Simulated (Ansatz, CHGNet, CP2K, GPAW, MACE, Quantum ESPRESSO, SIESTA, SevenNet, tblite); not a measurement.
# tblite runs on random rutile alloy of IrO2 and SiO2 (96 atoms)

Aim: run random rutile alloy of IrO2 and SiO2 (96 atoms) in tblite and see how near its forces come to a plane-wave reference, and at what cost.

Method: the method is named at each step, in tblite 0.8.0.

### 1. The starting structure

The cell holds 96 atoms: 16 Si, 64 O and 16 Ir. Its edges and angles: a = 8.677 Å, b = 8.677 Å, c = 11.638 Å, α = 90.0°, β = 90.0°, γ = 90.0°. It derives from IrO2 (rutile), repeated 2×2×4. Rutile IrO2, 2 x 2 x 4 conventional cells, 16 of 32 Ir sites given to Si at random (x = 0.500), lattice by Vegard's rule (cell 4.338, 4.338, 2.909, 90, 90, 90); every coordinate displaced by a Gaussian of 0.07 Å. Then every atom was moved at random, 0.03 Å r.m.s. a Cartesian component.

The yardstick, on the same geometry:

- method: Kohn-Sham DFT, PBE, SSSP efficiency 1.3.0 pseudopotentials, plane waves (Quantum ESPRESSO 7.5); sssp-pbe-1.3.0-efficiency, cutoffs 60/480 Ry, Γ point
- r.m.s. force component: 3.975 eV/Å
- longest force: 18.02 eV/Å
- pressure: 35.13 GPa
- time: 4.5 min on 4 MPI ranks of Arm Neoverse V2, shared host
- CPU time: 18 min

### 2. GFN2-xTB

Method: GFN2-xTB tight binding, diagonalisation.

Input file run.py:

```python
import numpy as np
from ase.io import read
from tblite.ase import TBLite

atoms = read("structure.xyz")
atoms.calc = TBLite(method="GFN2-xTB", electronic_temperature=580, accuracy=1.0, max_iterations=250, mixer_damping=0.1, verbosity=1)
energy = atoms.get_potential_energy()
forces = atoms.get_forces()
print(f"energy {energy:.6f} eV")
print("forces (eV/A)")
for i, (a, f) in enumerate(zip(atoms, forces)):
    print(f"{i:4d} {a.symbol:2s} {f[0]:10.5f} {f[1]:10.5f} {f[2]:10.5f}")
stress = -atoms.get_stress(voigt=False) * 160.21766
print("stress (GPa, compression positive)")
for row in stress:
    print(" ".join(f"{x:10.4f}" for x in row))
print("charges (e)")
print(np.array2string(atoms.get_charges(), precision=4, suppress_small=True, max_line_width=110, threshold=100000))
```

Input file structure.xyz:

```xyz
96
Lattice="8.67700 0.00000 0.00000 0.00000 8.67700 0.00000 0.00000 0.00000 11.63800" Properties=species:S:1:pos:R:3 pbc="T T T"
Si 0.15115 0.09536 0.04178
Si 2.14912 2.09845 1.45778
O 1.23890 1.21868 11.48298
O 2.93664 3.09344 0.13337
O 0.95326 3.60200 1.54681
O 3.55505 0.86944 1.50212
Ir 8.64082 0.00564 2.97875
Ir 2.24838 2.08769 4.26253
O 1.32611 1.29817 2.98259
O 2.90419 2.94931 2.85178
O 0.76149 3.42507 4.29093
O 3.54542 0.82041 4.43478
Ir 8.54797 8.63865 5.86031
Ir 2.23667 2.06270 7.35964
O 1.18484 1.18606 5.93038
O 2.98697 3.17977 5.95772
O 0.74015 3.57484 7.20043
O 3.47583 0.82379 7.12257
Si 0.09796 0.08373 8.75899
Ir 2.24500 1.99502 10.15951
O 1.29122 1.30832 8.74642
O 2.97326 3.04849 8.76749
O 0.93902 3.34377 10.14100
O 3.51748 0.69572 10.25529
Si 8.66424 4.22188 0.07635
Si 2.30704 6.34072 1.35641
O 1.40411 5.79094 0.02281
O 3.04537 7.30291 0.01676
O 0.76627 7.87082 1.38446
O 3.63610 5.16872 1.45103
Si 0.14751 4.32982 2.89391
Si 2.19511 6.51027 4.50356
O 1.21504 5.61697 2.94046
O 3.12728 7.41788 2.89379
O 0.89434 7.80340 4.32631
O 3.41796 5.06459 4.37461
Ir 8.58954 4.24939 5.83250
Ir 2.21576 6.57743 7.19985
O 1.28706 5.56560 5.87626
O 3.03331 7.42439 5.72834
O 0.99204 7.86830 7.30750
O 3.62994 5.17158 7.34730
Ir 0.06933 4.37373 8.72384
Si 2.14261 6.51625 10.11354
O 1.28749 5.79528 8.68788
O 2.91781 7.31324 8.74014
O 0.85902 7.68210 9.99704
O 3.56217 5.17791 10.34141
Si 4.35733 8.62763 11.62776
Ir 6.54081 2.22825 1.54541
O 5.66027 1.20229 11.62043
O 7.30786 3.05786 11.49951
O 5.11336 3.50811 1.40517
O 7.82587 0.85078 1.43287
Si 4.44098 8.65184 2.86679
Ir 6.49014 2.27337 4.35762
[... 36 atom lines left out ...]
O 5.57610 5.60985 8.84907
O 7.31055 7.35749 8.71849
O 5.33818 7.92384 10.36573
O 7.91299 5.17253 10.27356
```

Run with:

```bash
> OMP_NUM_THREADS=1 python run.py > output.txt
```

The program printed:

```text
------------------------------------------------------------
  cycle        total energy    energy error   density error
------------------------------------------------------------
      1     -332.8012737365  -3.3360004E+02   5.3422760E-01
      2     -333.5722381921  -7.7096446E-01   4.3676413E-01
      3     -340.2812222972  -6.7089841E+00   3.5337467E-01
      4     -347.0274949281  -6.7462726E+00   2.6605107E-01
      5     -348.8062177019  -1.7787228E+00   2.1564663E-01
      6     -349.7274066841  -9.2118898E-01   1.9122648E-01
      7     -350.0273917762  -2.9998509E-01   1.6923912E-01
      8     -347.9619604308   2.0654313E+00   1.7953171E-01
      9     -350.3012495548  -2.3392891E+00   1.4028145E-01
     10     -349.7770240149   5.2422554E-01   1.2568401E-01
     11     -350.6124871931  -8.3546318E-01   8.9147014E-02
     12     -350.0302332734   5.8225392E-01   9.4114492E-02
     13     -350.5811956369  -5.5096236E-01   6.7127896E-02
     14     -350.7255568756  -1.4436124E-01   5.5289463E-02
     15     -350.5501866248   1.7537025E-01   5.8928854E-02
     16     -350.7201143619  -1.6992774E-01   4.2296074E-02
     17     -350.7311837057  -1.1069344E-02   4.0854881E-02
     18     -350.6932431914   3.7940514E-02   4.0063620E-02
     19     -350.7390711060  -4.5827915E-02   2.8210071E-02
     20     -350.7252325734   1.3838533E-02   2.6258485E-02
     21     -350.7923107477  -6.7078174E-02   1.6048531E-02
     22     -350.7940515528  -1.7408051E-03   1.4440795E-02
     23     -350.7959921061  -1.9405533E-03   1.3683163E-02
     24     -350.7973879080  -1.3958019E-03   1.3308419E-02
[...]
67     -350.7818782677  -6.3084826E-09   9.1383954E-05
     68     -350.7818781251   1.4265169E-07   8.2865025E-05
     69     -350.7818780895   3.5588414E-08   7.7841617E-05
     70     -350.7818785760  -4.8650605E-07   4.9513429E-05
     71     -350.7818787728  -1.9679447E-07   2.6954326E-05
     72     -350.7818787767  -3.9433985E-09   2.0689316E-05
     73     -350.7818787690   7.7436084E-09   2.2538179E-05
     74     -350.7818787772  -8.2588940E-09   1.7760666E-05
------------------------------------------------------------
 total:                                  13.213 sec
energy -9545.261114 eV
forces (eV/A)
   0 Si   -3.82644   -3.16201   -0.09667
   1 Si    1.35299    1.07878    0.14405
   2 O     1.28784    0.61247    3.78874
   3 O    -2.01854   -3.25306    0.95021
   4 O    -1.86869   -0.93402   -1.88678
   5 O    -0.45308   -0.18863   -0.73464
   6 Ir    0.29455   -1.46011   -3.02633
   7 Ir   -2.09361    0.18652    6.39363
   8 O    -0.02264   -0.00755   -5.28767
   9 O     0.65443    0.33879   -4.18000
  10 O     0.22913   -0.21483   -2.25560
  11 O    -2.28636    2.58080   -8.01153
  12 Ir    2.36955   -3.82169    0.84639
  13 Ir   -2.89792    2.97745   -2.86526
  14 O     2.10373    2.01063   -1.25508
  15 O    -0.96509   -2.13489   -1.06863
  16 O     2.33531   -2.66911    2.34520
  17 O     0.57491   -0.67009    5.51002
  18 Si   -0.75812   -1.57341    1.36130
  19 Ir   -0.40429    3.62292    2.83191
  20 O    -2.95994   -3.97263   -0.09253
  21 O     4.09419    3.15871   -0.09892
  22 O    -1.62624    2.33615    2.71830
  23 O     3.02727   -2.65250   -1.14741
[...]
88 O    -1.13584   -0.77087    2.52979
  89 O    -2.85808    2.53124    2.06804
  90 Si    1.19992   -0.60973    0.74922
  91 Ir    1.11242   -0.93282    4.27736
  92 O    -0.35340   -0.09574   -3.44265
  93 O     1.47369    0.74980   -3.35673
  94 O    -3.39551    0.98661   -2.83292
  95 O     1.00984   -0.87886    1.51388
stress (GPa, compression positive)
   15.6154     1.8486     0.1241
    1.8486    15.8355    -1.0872
    0.1241    -1.0872    21.4308
charges (e)
[ 0.784   0.8351 -0.271  -0.3131 -0.2965 -0.312   0.2856  0.438  -0.2783 -0.3325 -0.3446 -0.2644  0.4821
  0.4819 -0.3608 -0.3454 -0.2851 -0.3051  0.8604  0.2527 -0.2665 -0.3046 -0.2972 -0.3172  0.7877  0.7644
 -0.27   -0.3145 -0.316  -0.2414  0.8405  0.8532 -0.3206 -0.3219 -0.3386 -0.3245  0.563   0.3685 -0.3221
 -0.3094 -0.334  -0.3345  0.3911  0.8191 -0.286  -0.3105 -0.3357 -0.2887  0.7934  0.3405 -0.2992 -0.2709
 -0.2284 -0.3003  0.8276  0.5313 -0.283  -0.2606 -0.2305 -0.2653  0.5115  0.4188 -0.3239 -0.254  -0.355
 -0.3067  0.8302  0.8318 -0.2853 -0.2754 -0.3122 -0.3125  0.3533  0.8098 -0.3038 -0.2942 -0.3216 -0.3014
  0.3766  0.8538 -0.3647 -0.3043 -0.3762 -0.3662  0.4833  0.8718 -0.4035 -0.36   -0.3479 -0.3263  0.8829
  0.2135 -0.3284 -0.3218 -0.3139 -0.2771]
```

The job ended after 14 s (1 thread of Arm Neoverse V2, shared host; peak memory 0.13 GiB).

Banners, paths, timers and routine set-up lines are dropped from the logs unmarked, and long logs keep their key lines alone; longer cuts are marked.

Numbers from this run, and their distance from the reference:

* r.m.s. force component: 2.585 eV/Å
* r.m.s. difference of force components: 1577 meV/Å
* longest difference of force vectors: 8144 meV/Å
* force difference over r.m.s. force: 39.66 %
* slope of forces against the reference's: 0.6328
* correlation of force components: 0.9731
* pressure: 17.63 GPa
* pressure difference: -17.5 GPa

Length of the force difference by element (eV/Å):

| element | atoms | mean | most |
| --- | --- | --- | --- |
| Ir | 16 | 4.0 | 7.1 |
| O | 64 | 1.7 | 8.1 |
| Si | 16 | 1.2 | 2.3 |

The surroundings of O82, picked at random, nearest first, numbered as they follow in the input and with coordinates relative to it.

| atom | x | y | z | distance (Å) | bonds | Mulliken charge (e) | Fx | Fy | Fz (eV/Å) |
| --- | --- | --- | --- | --- | --- | --- | --- | --- | --- |
| O82 | 0.00 | 0.00 | 0.00 | 0.00 | 3 | -0.30 | 0.11 | 0.96 | -3.77 |
| Si80 | -0.68 | -0.72 | 1.21 | 1.56 | 6 | 0.85 | -3.86 | -3.00 | 4.37 |
| Si74 | -0.76 | -0.63 | -1.52 | 1.81 | 6 | 0.81 | -0.65 | -1.02 | -0.29 |
| Ir7 | 1.28 | 1.47 | -0.01 | 1.95 | 6 | 0.29 | 0.29 | -1.46 | -3.03 |
| O81 | -1.64 | -1.60 | 0.01 | 2.29 | 3 | -0.36 | 2.62 | 3.06 | -0.72 |
| O84 | 0.59 | -2.14 | 1.33 | 2.59 | 3 | -0.37 | -3.01 | 2.26 | -2.65 |
| O78 | 0.42 | -2.10 | -1.49 | 2.60 | 3 | -0.30 | 0.94 | -0.53 | -0.54 |
| O83 | -2.10 | 0.77 | 1.38 | 2.63 | 3 | -0.38 | 0.46 | -0.94 | -3.32 |
| O35 | 2.21 | 0.59 | 1.33 | 2.65 | 3 | -0.34 | 2.76 | -3.11 | 2.28 |
| O29 | 2.08 | 0.66 | -1.61 | 2.71 | 2 | -0.32 | 1.61 | -0.92 | -1.23 |
| O60 | 0.43 | 2.26 | 1.51 | 2.75 | 3 | -0.27 | -1.53 | 1.52 | -2.17 |
| O77 | -2.22 | 0.65 | -1.54 | 2.78 | 3 | -0.32 | 0.95 | -0.27 | 0.34 |
| O54 | 0.46 | 2.32 | -1.56 | 2.83 | 3 | -0.30 | 1.03 | -0.63 | -2.01 |
| O88 | -0.07 | 0.00 | 2.85 | 2.85 | 3 | -0.36 | -0.67 | -0.88 | -0.79 |

Atoms are counted from 1 here, from 0 in the log.

Forces lie 40 % from the reference's, at 0.013 times its CPU time (on 1 against 4 cores); the SCF took 74 steps, which the time reflects.

### 3. GFN1-xTB

Method: GFN1-xTB tight binding, diagonalisation.

run.py: that of step 2 with these lines changed.

```diff
@@ -5,3 +5,3 @@
 atoms = read("structure.xyz")
-atoms.calc = TBLite(method="GFN2-xTB", electronic_temperature=580, accuracy=1.0, max_iterations=250, mixer_damping=0.1, verbosity=1)
+atoms.calc = TBLite(method="GFN1-xTB", electronic_temperature=580, accuracy=1.0, max_iterations=250, mixer_damping=0.1, verbosity=1)
 energy = atoms.get_potential_energy()
```

structure.xyz is that of step 2.

The program printed:

```text
------------------------------------------------------------
  cycle        total energy    energy error   density error
------------------------------------------------------------
      1     -358.9446730968  -3.5913553E+02   1.1006994E+00
      2     -367.5734637436  -8.6287906E+00   9.3079252E-01
      3     -384.1694413207  -1.6595978E+01   7.2775232E-01
[... lines left out ...]
  94 O    -3.46748    0.60452   -3.42018
  95 O     1.03094   -0.88073    1.67059
stress (GPa, compression positive)
   30.6049     2.1370     0.3655
    2.1370    30.9145    -0.8658
    0.3655    -0.8658    36.2315
charges (e)
[ 0.5129  0.5232 -0.2403 -0.3372 -0.2195 -0.2473  0.603   0.6196 -0.2803 -0.3092 -0.3344 -0.2392  0.6908
  0.636  -0.3819 -0.3753 -0.3309 -0.2851  0.5168  0.6087 -0.27   -0.3136 -0.3371 -0.2763  0.5138  0.5128
 -0.2379 -0.2498 -0.3077 -0.2736  0.5106  0.5189 -0.241  -0.2665 -0.3393 -0.3198  0.7564  0.6354 -0.3227
 -0.3064 -0.3193 -0.3152  0.6249  0.52   -0.3025 -0.2626 -0.2479 -0.2594  0.5139  0.647  -0.3184 -0.2769
 -0.3201 -0.3203  0.5101  0.6439 -0.3161 -0.2791 -0.3017 -0.3196  0.7422  0.6403 -0.3488 -0.3023 -0.3289
 -0.3023  0.5274  0.5126 -0.2385 -0.2817 -0.3141 -0.2624  0.6811  0.5263 -0.3247 -0.2865 -0.2223 -0.2482
  0.6169  0.5147 -0.303  -0.2258 -0.316  -0.2807  0.6887  0.5143 -0.3345 -0.2803 -0.3014 -0.3077  0.5131
  0.6369 -0.2817 -0.2805 -0.251  -0.3084]
```

Wall time 5.4 s (1 thread); peak memory 0.13 GiB.

Numbers from this run, and their distance from the reference:

```
r.m.s. force component                  : 3.132 eV/Å
r.m.s. difference of force components   : 1072 meV/Å
longest difference of force vectors     : 5208 meV/Å
force difference over r.m.s. force      : 26.98 %
slope of forces against the reference's : 0.774
correlation of force components         : 0.9824
pressure                                : 32.58 GPa
pressure difference                     : -2.544 GPa
```

Against the first run (40 %), the force difference from the reference is 27 %, at 0.39 times the CPU time (32 SCF steps against 74).

### 4. All runs compared

Differences are against the plane-wave reference, forces as r.m.s. over components; share is that over the reference's r.m.s. force, slope the least-squares factor from reference forces to these. Total energies of different programs have different zeros and aren't compared.

| run | Δ force, r.m.s. (meV/Å) | share (%) | slope | Δ pressure (GPa) | cores | CPU time | memory (GiB) |
| --- | --- | --- | --- | --- | --- | --- | --- |
| reference | - | - | - | - | 4 | 18 min | 3.4 |
| tblite GFN2-xTB | 1577 | 39.7 | 0.633 | -17.5 | 1 | 14 s | 0.13 |
| tblite GFN1-xTB | 1072 | 27.0 | 0.774 | -2.54 | 1 | 5.4 s | 0.13 |

CPU time is summed over cores on a shared host, where runs went side by side, so it is rough. Symmetry, cutoffs, thresholds, outputs and thread counts weren't matched or tuned between programs; memory under MPI is the largest rank's times the ranks.

### 5. What came out

- nearest in forces: tblite GFN1-xTB, 27 %
- its CPU time: 5.4 s

Tight binding differs by 27 % (tblite GFN1-xTB) to 40 % (tblite GFN2-xTB); it is another model, with fitted parameters of its own, and the xTB methods hold dispersion. tblite GFN2-xTB needed 74 SCF steps, so its time overstates the method's usual cost. Of the electronic-structure runs that take under half the reference's CPU time, tblite GFN1-xTB comes nearest, at 27 % in 5.4 s against 18 min; its pressure misses by -2.5 GPa. Periodic xTB results under one method name differ between programs and library versions. The reference's pressure holds the uncorrected Pulay stress of its 60 Ry basis, so small pressure differences, and their order, may be the reference's own error. The reference's stress is far from hydrostatic: its diagonal is 30.5, 30.9, 44.0 GPa, compression counted positive. The host structure and its lattice constant were typed by rule, without a check against the phase diagram. The reference's pressure of 35 GPa belongs to a cell and atoms that aren't relaxed at this level. The runs have no spin polarisation, so any moments at edges, vacancies or dangling bonds can't form. The electronic-structure runs sample only Γ, in a cell whose shortest periodic width is 9 Å, which is coarse for a cell with partly filled levels. Spin–orbit coupling is left out, which matters for the levels of the heavy elements.

[Also dropped from logs without a mark: logging warnings of Python, and SIESTA's first energy breakdown and zero terms.]

[Logs are printed without paths, hosts, clocks, repeated set-up lines and the standing remarks that a program may print on its own settings, such as how far it seeks lower states.]

[Hosts, paths, dates, database ids (printed as entryN), source tags and the programs' standing remarks are cut or masked in the printed files.]
